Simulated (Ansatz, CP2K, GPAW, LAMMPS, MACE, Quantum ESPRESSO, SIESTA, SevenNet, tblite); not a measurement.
## Quantum ESPRESSO runs on amorphous Ge (61 atoms)

How do the settings of Quantum ESPRESSO change the result for amorphous Ge (61 atoms)? A plane-wave run serves as the yardstick.

Main program and level: Quantum ESPRESSO 7.5; the method is named at each step.

## Step 1: The structure

The cell holds 61 atoms: 61 Ge. Cell: a = 11.099 Å, b = 11.099 Å, c = 11.099 Å, α = 90.0°, β = 90.0°, γ = 90.0°. 61 atoms (61 Ge) placed at random at 5.38 g/cm³, melted at 3500 K for 10 ps at fixed volume with the Tersoff potential (Tersoff, Phys. Rev. B 39, 5566 (1989)). Quenched from 3500 K to 100 K at 5 K/ps and fixed volume, held 5 ps, then minimised at fixed cell.

The yardstick, on the same geometry:

* method: Kohn-Sham DFT, PBE, PAW, plane waves (Ansatz 0.2.0); cutoff 420 eV, Γ point, fermi-dirac smearing of 0.05 eV; PAW set soft_2
* r.m.s. force component: 0.2251 eV/Å
* longest force: 0.8563 eV/Å
* pressure: 5.48 GPa
* SCF cycles: 10
* time: 24 s on 4 threads of Arm Neoverse V2, shared host
* CPU time: 92 s

## Step 2: PBE, sssp-1.3.0-efficiency, 45/360 Ry

Method: Kohn-Sham DFT, PBE, SSSP efficiency 1.3.0 pseudopotentials, plane waves.

The input, pw.in:

```
&control
  calculation = 'scf'
  pseudo_dir = './pseudo'
  outdir = './tmp'
  disk_io = 'none'
  tprnfor = .true.
  tstress = .true.
/
&system
  ibrav = 0
  nat = 61
  ntyp = 1
  ecutwfc = 45
  ecutrho = 360
  nosym = .true.
  occupations = 'smearing'
  smearing = 'fd'
  degauss = 0.003675
/
&electrons
  conv_thr = 3.0e-07
  electron_maxstep = 100
  mixing_beta = 0.2
  mixing_mode = 'local-TF'
  diagonalization = 'david'
/
ATOMIC_SPECIES
Ge 72.630 Ge.upf
CELL_PARAMETERS angstrom
11.09880 0.00000 0.00000
0.00000 11.09880 0.00000
0.00000 0.00000 11.09880
ATOMIC_POSITIONS crystal
Ge 0.34460 0.32374 0.87106
Ge 0.84723 0.10943 0.56535
Ge 0.69746 0.86081 0.35585
Ge 0.32014 0.76232 0.44658
Ge 0.57138 0.29699 0.89960
Ge 0.20730 0.83313 0.78402
Ge 0.51294 0.99647 0.67083
Ge 0.94202 0.47651 0.62482
Ge 0.77167 0.64577 0.99196
Ge 0.04339 0.88961 0.91670
Ge 0.62110 0.52926 0.37451
Ge 0.14597 0.12770 0.28819
Ge 0.07710 0.82200 0.12929
Ge 0.09982 0.33964 0.28244
Ge 0.92313 0.40623 0.40586
Ge 0.27038 0.13406 0.93636
Ge 0.52859 0.90725 0.98215
Ge 0.32180 0.13664 0.14591
Ge 0.15681 0.50896 0.64617
Ge 0.58932 0.37750 0.53348
Ge 0.93568 0.27210 0.99378
Ge 0.29047 0.78464 0.21568
Ge 0.83212 0.69457 0.65462
Ge 0.78765 0.50956 0.80181
Ge 0.06165 0.11170 0.88405
Ge 0.82896 0.10352 0.10120
Ge 0.41902 0.07877 0.49378
Ge 0.29519 0.40743 0.35749
Ge 0.06502 0.43689 0.08586
Ge 0.87939 0.29185 0.77311
Ge 0.54912 0.01389 0.32533
Ge 0.24468 0.31474 0.67414
Ge 0.20675 0.57888 0.44884
Ge 0.72786 0.99045 0.93065
Ge 0.46743 0.63784 0.76993
Ge 0.95287 0.63007 0.14313
Ge 0.00615 0.61483 0.36454
Ge 0.66236 0.70768 0.50134
Ge 0.50698 0.27575 0.13019
Ge 0.48854 0.77994 0.60149
Ge 0.88158 0.94817 0.41419
Ge 0.75474 0.26257 0.43597
Ge 0.39106 0.29146 0.51358
Ge 0.37489 0.96831 0.83866
Ge 0.42315 0.94882 0.16631
Ge 0.25291 0.49439 0.98293
Ge 0.98174 0.99873 0.22579
Ge 0.05895 0.17311 0.66188
Ge 0.74926 0.40414 0.01878
Ge 0.39017 0.61774 0.10443
Ge 0.46154 0.46484 0.23470
Ge 0.54805 0.69424 0.96946
Ge 0.58693 0.45621 0.73743
Ge 0.67280 0.17750 0.24354
Ge 0.25070 0.62128 0.80360
Ge 0.84557 0.81395 0.85627
[... 1 atom lines left out ...]
Ge 0.79148 0.48838 0.23707
Ge 0.19292 0.06704 0.49937
Ge 0.16645 0.86111 0.56840
Ge 0.97495 0.77935 0.50700
K_POINTS gamma
```

Run with:

```
$ OMP_NUM_THREADS=1 mpirun -np 4 pw.x -in pw.in > output.txt
```

Output:

```text
Program PWSCF
     gamma-point specific algorithms are used
     one sub-group per band group will be used
     scalapack distributed-memory algorithm (size of sub-group:  2*  2 procs)
     Parallelization info
     sticks:   dense  smooth     PW     G-vecs:    dense   smooth      PW
     Min        3154    1575    394               266097    94066   11770
     Max        3158    1582    396               266102    94068   11776
     Sum       12621    6309   1581              1064395   376269   47089
     bravais-lattice index     =            0
     lattice parameter (alat)  =      20.9737  a.u.
     unit-cell volume          =    9226.2385 (a.u.)^3
     number of atoms/cell      =           61
     number of atomic types    =            1
     number of electrons       =       854.00
     number of Kohn-Sham states=          512
     kinetic-energy cutoff     =      45.0000  Ry
     charge density cutoff     =     360.0000  Ry
     scf convergence threshold =      3.0E-07
     mixing beta               =       0.2000
     number of iterations used =            8  local-TF  mixing
     Exchange-correlation=  SLA  PW   PBX  PBC
                           (   1   4   3   4   0   0   0)
     crystal axes: (cart. coord. in units of alat)
               a(1) = (   1.000000   0.000000   0.000000 )
               a(2) = (   0.000000   1.000000   0.000000 )
               a(3) = (   0.000000   0.000000   1.000000 )
     reciprocal axes: (cart. coord. in units 2 pi/alat)
               b(1) = (  1.000000  0.000000  0.000000 )
               b(2) = (  0.000000  1.000000  0.000000 )
               b(3) = (  0.000000  0.000000  1.000000 )
     PseudoPot. # 1 for Ge:
     Pseudo is Ultrasoft + core correction, Zval = 14.0
     atomic species   valence    mass     pseudopotential
     Ge               14.00    72.63000     Ge( 1.00)
     No symmetry found
   Cartesian axes
     number of k points=     1  Fermi-Dirac smearing, width (Ry)=  0.0037
                       cart. coord. in units 2pi/alat
        k(    1) = (   0.0000000   0.0000000   0.0000000), wk =   2.0000000
     Dense  grid:   532198 G-vectors     FFT dimensions: ( 128, 128, 128)
     Smooth grid:   188135 G-vectors     FFT dimensions: (  90,  90,  90)
     Initial potential from superposition of free atoms
     starting charge     853.9467, renormalised to     854.0000
     Starting wfcs are  549 randomized atomic wfcs
     Self-consistent Calculation
     iteration #  1     ecut=    45.00 Ry     beta= 0.20
     Threshold (ethr) on eigenvalues was too large:
     Diagonalizing with lowered threshold
     total energy              =  -13031.62924303 Ry
     estimated scf accuracy    <       1.14352480 Ry
     iteration #  2     ecut=    45.00 Ry     beta= 0.20
     total energy              =  -13031.40352666 Ry
     estimated scf accuracy    <       0.86081553 Ry
     iteration #  3     ecut=    45.00 Ry     beta= 0.20
     total energy              =  -13031.46832540 Ry
     estimated scf accuracy    <       0.03403981 Ry
     iteration #  4     ecut=    45.00 Ry     beta= 0.20
     total energy              =  -13031.46910714 Ry
     estimated scf accuracy    <       0.02126336 Ry
     iteration #  5     ecut=    45.00 Ry     beta= 0.20
     total energy              =  -13031.47005136 Ry
     estimated scf accuracy    <       0.00361133 Ry
     iteration #  6     ecut=    45.00 Ry     beta= 0.20
     total energy              =  -13031.47033505 Ry
     estimated scf accuracy    <       0.00041849 Ry
     iteration #  7     ecut=    45.00 Ry     beta= 0.20
     total energy              =  -13031.47035419 Ry
     estimated scf accuracy    <       0.00010409 Ry
     iteration #  8     ecut=    45.00 Ry     beta= 0.20
     total energy              =  -13031.47036189 Ry
     estimated scf accuracy    <       0.00001790 Ry
     iteration #  9     ecut=    45.00 Ry     beta= 0.20
     total energy              =  -13031.47036617 Ry
     estimated scf accuracy    <       0.00000386 Ry
     iteration # 10     ecut=    45.00 Ry     beta= 0.20
     total energy              =  -13031.47036732 Ry
     estimated scf accuracy    <       0.00000067 Ry
     iteration # 11     ecut=    45.00 Ry     beta= 0.20
     End of self-consistent calculation
          k = 0.0000 0.0000 0.0000 ( 23545 PWs)   bands (ev):
   -16.5187 -16.4864 -16.4835 -16.4681 -16.4531 -16.4453 -16.4427 -16.4167
   -16.4090 -16.4061 -16.4043 -16.3944 -16.3890 -16.3835 -16.3824 -16.3803
   -16.3738 -16.3723 -16.3698 -16.3659 -16.3639 -16.3602 -16.3584 -16.3572
   -16.3529 -16.3505 -16.3457 -16.3452 -16.3396 -16.3383 -16.3356 -16.3314
   -16.3261 -16.3237 -16.3202 -16.3194 -16.3184 -16.3139 -16.3132 -16.3094
   -16.3068 -16.3049 -16.3043 -16.3013 -16.2982 -16.2968 -16.2951 -16.2931
   -16.2913 -16.2896 -16.2874 -16.2858 -16.2843 -16.2834 -16.2822 -16.2805
   -16.2781 -16.2773 -16.2755 -16.2737 -16.2726 -16.2716 -16.2710 -16.2695
   -16.2649 -16.2623 -16.2617 -16.2602 -16.2598 -16.2561 -16.2551 -16.2517
   -16.2505 -16.2491 -16.2479 -16.2471 -16.2454 -16.2432 -16.2424 -16.2406
   -16.2400 -16.2389 -16.2352 -16.2330 -16.2320 -16.2297 -16.2281 -16.2277
   -16.2260 -16.2248 -16.2236 -16.2207 -16.2195 -16.2176 -16.2143 -16.2135
[...]
11.9255  11.9479  12.0576  12.0954  12.1233  12.1665  12.2549  12.2834
    12.3220  12.3441  12.4931  12.5228  12.5706  12.6161  12.6410  12.6848
    12.7049  12.8194  12.9240  12.9256  13.0625  13.1197  13.1436  13.1736
    13.1864  13.2336  13.2596  13.3642  13.4323  13.4674  13.5223  13.5815
    13.6223  13.7306  13.7561  13.8613  13.8925  13.9228  13.9770  13.9917
     the Fermi energy is     8.2533 ev
!    total energy              =  -13031.47036911 Ry
     estimated scf accuracy    <       0.00000010 Ry
     smearing contrib. (-TS)   =      -0.01504160 Ry
     internal energy E=F+TS    =  -13031.45532751 Ry
     The total energy is F=E-TS. E is the sum of the following terms:
     one-electron contribution =   -8587.52043613 Ry
     hartree contribution      =    5090.26441735 Ry
     xc contribution           =   -3557.06487629 Ry
     ewald contribution        =   -5977.13443243 Ry
     convergence has been achieved in  11 iterations
     Forces acting on atoms (cartesian axes, Ry/au):
     atom    1 type  1   force =     0.00792588    0.01177134    0.00315824
     atom    2 type  1   force =     0.00511428   -0.01393344    0.01311019
     atom    3 type  1   force =    -0.01119404   -0.00348386   -0.01494778
     atom    4 type  1   force =     0.01058921    0.00910891   -0.00844201
     atom    5 type  1   force =    -0.00100412   -0.01332351    0.00091220
     atom    6 type  1   force =     0.01266513   -0.00313364   -0.00957895
     atom    7 type  1   force =     0.00475786   -0.00149105   -0.00263299
     atom    8 type  1   force =    -0.01079574    0.00040607   -0.00881452
     atom    9 type  1   force =     0.00570063   -0.00560572   -0.00523026
     atom   10 type  1   force =    -0.00603265   -0.00471018    0.00801447
     atom   11 type  1   force =    -0.00234140    0.01941320    0.00723655
     atom   12 type  1   force =     0.00635528   -0.00242334    0.00090535
[...]
atom   57 type  1   force =    -0.01161113   -0.00525718    0.00225480
     atom   58 type  1   force =    -0.00320245    0.00357749   -0.00114821
     atom   59 type  1   force =    -0.00514289   -0.00782894   -0.00838950
     atom   60 type  1   force =    -0.00669012    0.00993399   -0.00375488
     atom   61 type  1   force =     0.00270057    0.00282356    0.00528808
     Total force =     0.118160     Total SCF correction =     0.001943
     Computing stress (Cartesian axis) and pressure
          total   stress  (Ry/bohr**3)                   (kbar)     P=       52.13
   0.00033478  -0.00003377   0.00002337           49.25       -4.97        3.44
  -0.00003377   0.00041847  -0.00005987           -4.97       61.56       -8.81
   0.00002337  -0.00005987   0.00030981            3.44       -8.81       45.58
     Message from routine punch:
     Nothing written, as per user request (disk_io='none')
```

Run time: 2.5 min. Hardware: 4 MPI ranks of Arm Neoverse V2, shared host; peak memory 4 GiB.

Banners, paths, timers and routine set-up lines are dropped from the logs unmarked, and long logs keep their key lines alone; longer cuts are marked.

Compared with the plane-wave run:

| Property | Result |
| --- | --- |
| r.m.s. force component | 0.2246 eV/Å |
| r.m.s. difference of force components | 2.503 meV/Å |
| longest difference of force vectors | 8.313 meV/Å |
| force difference over r.m.s. force | 1.112 % |
| slope of forces against the reference's | 0.9975 |
| correlation of force components | 0.9999 |
| pressure | 5.213 GPa |
| pressure difference | -0.2668 GPa |

The surroundings of Ge21, which has 5 bonded neighbours where the commonest count for Ge is 4, nearest first, numbered as they follow in the input and with coordinates relative to it.

```tsv
atom	x	y	z	distance (Å)	bonds	Fx	Fy	Fz (eV/Å)
Ge21	0.00	0.00	0.00	0.00	5	0.20	-0.28	-0.02
Ge26	-1.18	-1.87	1.19	2.51	4	0.07	-0.12	0.03
Ge30	-0.62	0.22	-2.45	2.54	5	-0.12	0.25	-0.36
Ge29	1.44	1.83	1.02	2.54	4	-0.14	0.15	0.09
Ge49	-2.07	1.47	0.28	2.55	5	-0.66	-0.23	0.49
Ge25	1.40	-1.78	-1.22	2.57	4	-0.13	0.00	-0.17
Ge14	1.82	0.75	3.20	3.76	4	0.20	-0.32	0.16
Ge24	-1.64	2.64	-2.13	3.77	6	0.16	0.58	0.00
Ge34	-2.31	-3.13	-0.70	3.95	4	0.10	0.13	-0.17
```

Forces lie 1.1 % from the reference's, at 6.5 times its CPU time.

## Step 3: PBE, sssp-1.3.0-efficiency, 45/360 Ry, rmm-davidson

Method: Kohn-Sham DFT, PBE, SSSP efficiency 1.3.0 pseudopotentials, plane waves.

pw.in: that of step 2 with these lines changed.

```diff
@@ -24,3 +24,3 @@
   mixing_mode = 'local-TF'
-  diagonalization = 'david'
+  diagonalization = 'rmm-davidson'
 /
```

Output:

```text
[banner, memory and clock lines left out]
Program PWSCF
     gamma-point specific algorithms are used
     one sub-group per band group will be used
[... lines left out ...]
     total energy              =  -13031.40352666 Ry
[... lines left out ...]
     total energy              =  -13031.46704984 Ry
[... lines left out ...]
     total energy              =  -13031.47036580 Ry
[... lines left out ...]
     total energy              =  -13031.47036736 Ry
[... lines left out ...]
     the Fermi energy is     8.2533 ev
!    total energy              =  -13031.47036910 Ry
[... lines left out ...]
     The total energy is F=E-TS. E is the sum of the following terms:
[... lines left out ...]
     convergence has been achieved in  11 iterations
     Forces acting on atoms (cartesian axes, Ry/au):
     atom    1 type  1   force =     0.00785377    0.01177279    0.00320140
     atom    2 type  1   force =     0.00514721   -0.01396240    0.01310985
     atom    3 type  1   force =    -0.01120622   -0.00349244   -0.01494312
[...]
atom   60 type  1   force =    -0.00668058    0.00989567   -0.00375474
     atom   61 type  1   force =     0.00270894    0.00284910    0.00524311
     Total force =     0.118136     Total SCF correction =     0.001907
     Computing stress (Cartesian axis) and pressure
          total   stress  (Ry/bohr**3)                   (kbar)     P=       52.18
   0.00033513  -0.00003377   0.00002337           49.30       -4.97        3.44
  -0.00003377   0.00041882  -0.00005987           -4.97       61.61       -8.81
   0.00002337  -0.00005987   0.00031016            3.44       -8.81       45.63
     Message from routine punch:
     Nothing written, as per user request (disk_io='none')
```

The job ended after 2.4 min (4 MPI ranks; peak memory 4.2 GiB; 9.5 min of CPU time).

Numbers from this run, and their distance from the reference:

| Quantity | Value |
| --- | --- |
| r.m.s. force component | 0.2245 eV/Å |
| r.m.s. difference of force components | 2.549 meV/Å |
| longest difference of force vectors | 7.897 meV/Å |
| force difference over r.m.s. force | 1.132 % |
| slope of forces against the reference's | 0.9973 |
| correlation of force components | 0.9999 |
| pressure | 5.218 GPa |
| pressure difference | -0.2618 GPa |
| energy less the same-level run's | 0 meV/atom |
| r.m.s. force difference from the same-level run | 0.646 meV/Å |

Against the first run (1.1 %), the force difference from the reference is 1.1 %, at 0.94 times the CPU time: another solver or mixer reaches the same state.

## Step 4: PBE+D3(BJ), sssp-1.3.0-efficiency, 45/360 Ry

Method: Kohn-Sham DFT, PBE+D3(BJ), SSSP efficiency 1.3.0 pseudopotentials, plane waves.

pw.in: that of step 3 with these lines changed.

```diff
@@ -18,2 +18,5 @@
   degauss = 0.003675
+  vdw_corr = 'dft-d3'
+  dftd3_version = 4
+  dftd3_threebody = .false.
 /
@@ -24,3 +27,3 @@
   mixing_mode = 'local-TF'
-  diagonalization = 'rmm-davidson'
+  diagonalization = 'david'
 /
```

Output:

```text
[banner, memory and clock lines left out]
Program PWSCF
     gamma-point specific algorithms are used
     one sub-group per band group will be used
     bravais-lattice index     =            0
[... lines left out ...]
     number of k points=     1  Fermi-Dirac smearing, width (Ry)=  0.0037
[... lines left out ...]
     total energy              =  -13032.96724345 Ry
[... lines left out ...]
     total energy              =  -13032.74152708 Ry
[... lines left out ...]
     total energy              =  -13032.80632581 Ry
[... lines left out ...]
     total energy              =  -13032.80836659 Ry
[... lines left out ...]
     total energy              =  -13032.80836774 Ry
[... lines left out ...]
     the Fermi energy is     8.2533 ev
!    total energy              =  -13032.80836953 Ry
[... lines left out ...]
     smearing contrib. (-TS)   =      -0.01504160 Ry
     internal energy E=F+TS    =  -13032.79332792 Ry
     The total energy is F=E-TS. E is the sum of the following terms:
     one-electron contribution =   -8587.52043613 Ry
     hartree contribution      =    5090.26441735 Ry
     xc contribution           =   -3557.06487629 Ry
     ewald contribution        =   -5977.13443243 Ry
     DFT-D3 Dispersion         =      -1.33800042 Ry
     convergence has been achieved in  11 iterations
     Forces acting on atoms (cartesian axes, Ry/au):
     atom    1 type  1   force =     0.00806439    0.01146723    0.00295914
     atom    2 type  1   force =     0.00514352   -0.01469376    0.01176370
     atom    3 type  1   force =    -0.01135754   -0.00410053   -0.01632166
[...]
atom   60 type  1   force =    -0.00688684    0.01016058   -0.00371102
     atom   61 type  1   force =     0.00337752    0.00254684    0.00545577
     Total force =     0.118503     Total SCF correction =     0.001943
     Computing stress (Cartesian axis) and pressure
          total   stress  (Ry/bohr**3)                   (kbar)     P=       30.58
   0.00018859  -0.00003307   0.00002319           27.74       -4.86        3.41
  -0.00003307   0.00027263  -0.00006071           -4.86       40.11       -8.93
   0.00002319  -0.00006071   0.00016249            3.41       -8.93       23.90
     Message from routine punch:
     Nothing written, as per user request (disk_io='none')
```

Wall time 2.5 min (4 MPI ranks); peak memory 4 GiB; 10 min of CPU time.

Numbers from this run, and their distance from the reference:

* r.m.s. force component: 0.2252 eV/Å
* r.m.s. difference of force components: 9.57 meV/Å
* longest difference of force vectors: 43.51 meV/Å
* force difference over r.m.s. force: 4.251 %
* slope of forces against the reference's: 0.9996
* correlation of force components: 0.9991
* pressure: 3.058 GPa
* pressure difference: -2.421 GPa

Against the first run (1.1 %), the force difference from the reference is 4.3 %, at 1.0 times the CPU time; the model has changed, so this is no error of the program alone.

## Step 5: All runs compared

Differences are against the plane-wave reference, forces as r.m.s. over components; share is that over the reference's r.m.s. force, slope the least-squares factor from reference forces to these. Total energies of different programs have different zeros and aren't compared.

```tsv
run	Δ force, r.m.s. (meV/Å)	share (%)	slope	Δ pressure (GPa)	cores	CPU time	memory (GiB)
reference	-	-	-	-	4	92 s	2.0
QE PBE, sssp-1.3.0-efficiency, 45/360 Ry	2.50	1.11	0.998	-0.267	4	10 min	4.0
QE PBE, sssp-1.3.0-efficiency, 45/360 Ry, rmm-davidson	2.55	1.13	0.997	-0.262	4	9.5 min	4.2
QE PBE+D3(BJ), sssp-1.3.0-efficiency, 45/360 Ry	9.57	4.25	1.000	-2.42	4	10 min	4.0
```

CPU time is summed over cores on a shared host, where runs went side by side, so it is rough. Symmetry, cutoffs, thresholds, outputs and thread counts weren't matched or tuned between programs; memory under MPI is the largest rank's times the ranks.

Within one program, basis, potentials and functional, energies share a zero. Each run against its twin at the usual cutoff or grid and solver:

```tsv
run	twin	Δ energy (meV/atom)	Δ force, r.m.s. (meV/Å)	CPU time over the twin's
QE PBE, sssp-1.3.0-efficiency, 45/360 Ry, rmm-davidson	sssp-1.3.0-efficiency, 45/360 Ry	0	0.646	0.94
```

## Step 6: Outcome

```json
{
  "nearest in forces": "a tie at 1.1 % of 2 runs: QE PBE, sssp-1.3.0-efficiency, 45/360 Ry; QE PBE, sssp-1.3.0-efficiency, 45/360 Ry, rmm-davidson"
}
```

In words: PBE on plane waves or a grid with other potentials, cutoffs or grids differs from the reference by 1.1 % in each run of the r.m.s. force; this holds the reference's own error, so differences of a few per cent don't tell which side is nearer the exact PBE result (QE's 45 Ry are 612 eV, against the reference's 420 eV). Rows with another functional or a dispersion term differ by 4.3 % (QE PBE+D3(BJ), sssp-1.3.0-efficiency, 45/360 Ry), which mixes the change of model with differences of basis and potentials. None of the electronic-structure runs in the table takes under half the reference's CPU time of 92 s; they take 6.2 to 6.6 times as much. The quench rate of 5 K/ps is many orders above laboratory rates, so the cell is likely richer in defects and strain than a real sample. The network of bonds at the start is that of the classical potential that made the cell, and needn't be the one that DFT or experiment would give. The reference's pressure of 5.5 GPa belongs to a cell and atoms that aren't relaxed at this level. The electronic-structure runs sample only Γ, in a cell whose shortest periodic width is 11 Å, which is coarse for a cell with partly filled levels.

[Also dropped from logs without a mark: logging warnings of Python, and SIESTA's first energy breakdown and zero terms.]

[Logs are printed without paths, hosts, clocks, repeated set-up lines and the standing remarks that a program may print on its own settings, such as how far it seeks lower states.]

[Hosts, paths, dates, database ids (printed as entryN), source tags and the programs' standing remarks are cut or masked in the printed files.]
